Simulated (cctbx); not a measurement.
**Resonant diffraction in NdAl4FeRh2**

Space group Immm (no. 71), a = 3.9750 Å, b = 6.9710 Å, c = 9.6010 Å, α = 90.00°, β = 90.00°, γ = 90.00°.

```csv
atom,mult.,x,y,z,Ueq (Å²)
Nd1,2,0,0,0,0.0059
Rh1,4,0,1/2,0.7645,0.0096
Fe1,2,0,1/2,0,0.0095
Al1,8,1/2,0.6873,0.8396,0.0204
```

The model was made for the exercise: a known structure type with other elements put in, its volume estimated, not relaxed; displacement parameters are assumed.

Calculated with cctbx: free-atom f′ and f″ from the Sasaki tables, no fine structure; amplitudes in electrons.

| E (eV) | F 0 2 0 | F 1 1 2 | F 0 0 2 | F 0 1 1 |
| --- | --- | --- | --- | --- |
| 5608 | 225.0 | 178.0 | 65.2 | 16.6 |
| 5958 | 220.8 | 174.5 | 69.6 | 13.0 |
| 6088 | 217.4 | 171.5 | 73.0 | 10.0 |
| 6148 | 214.1 | 168.4 | 76.3 | 7.2 |
| 6178 | 211.2 | 165.6 | 79.2 | 4.8 |
| 6193 | 208.2 | 162.6 | 82.2 | 3.3 |
| 6200 | 205.5 | 160.0 | 84.9 | 3.9 |
| 6204 | 202.6 | 157.1 | 87.8 | 6.1 |
| 6212 | 204.4 | 159.5 | 87.2 | 18.3 |
| 6216 | 207.6 | 162.7 | 83.9 | 17.5 |
| 6223 | 210.4 | 165.5 | 81.0 | 17.3 |
| 6238 | 213.4 | 168.5 | 77.9 | 17.6 |
| 6268 | 216.3 | 171.5 | 74.9 | 18.3 |
| 6358 | 219.9 | 175.3 | 71.1 | 19.8 |
| 6608 | 220.6 | 177.3 | 70.1 | 20.4 |

**Question.** Which edge is crossed, and why do the reflections move as they do?

The L3 edge of Nd. The edge is at 6208 eV. f′ of Nd falls from -11.8 e at 6088 eV to -19.3 e at 4 eV below it, and f″ steps from 3.56 to 10.63 e across it. Over that approach |F| changes by -7 % (0 2 0), -8 % (1 1 2), +20 % (0 0 2) and -39 % (0 1 1): a reflection falls where Nd scatters in phase with the total and rises where it scatters against it; it hardly moves where the Nd term is small or cancels by symmetry. Above the edge the larger f″ enters the imaginary part, where it can add to or cancel the other atoms' f″. The structure is centrosymmetric, so Friedel mates stay equal.

[Logs are printed without paths, hosts, clocks, repeated set-up lines and the standing remarks that a program may print on its own settings, such as how far it seeks lower states.]
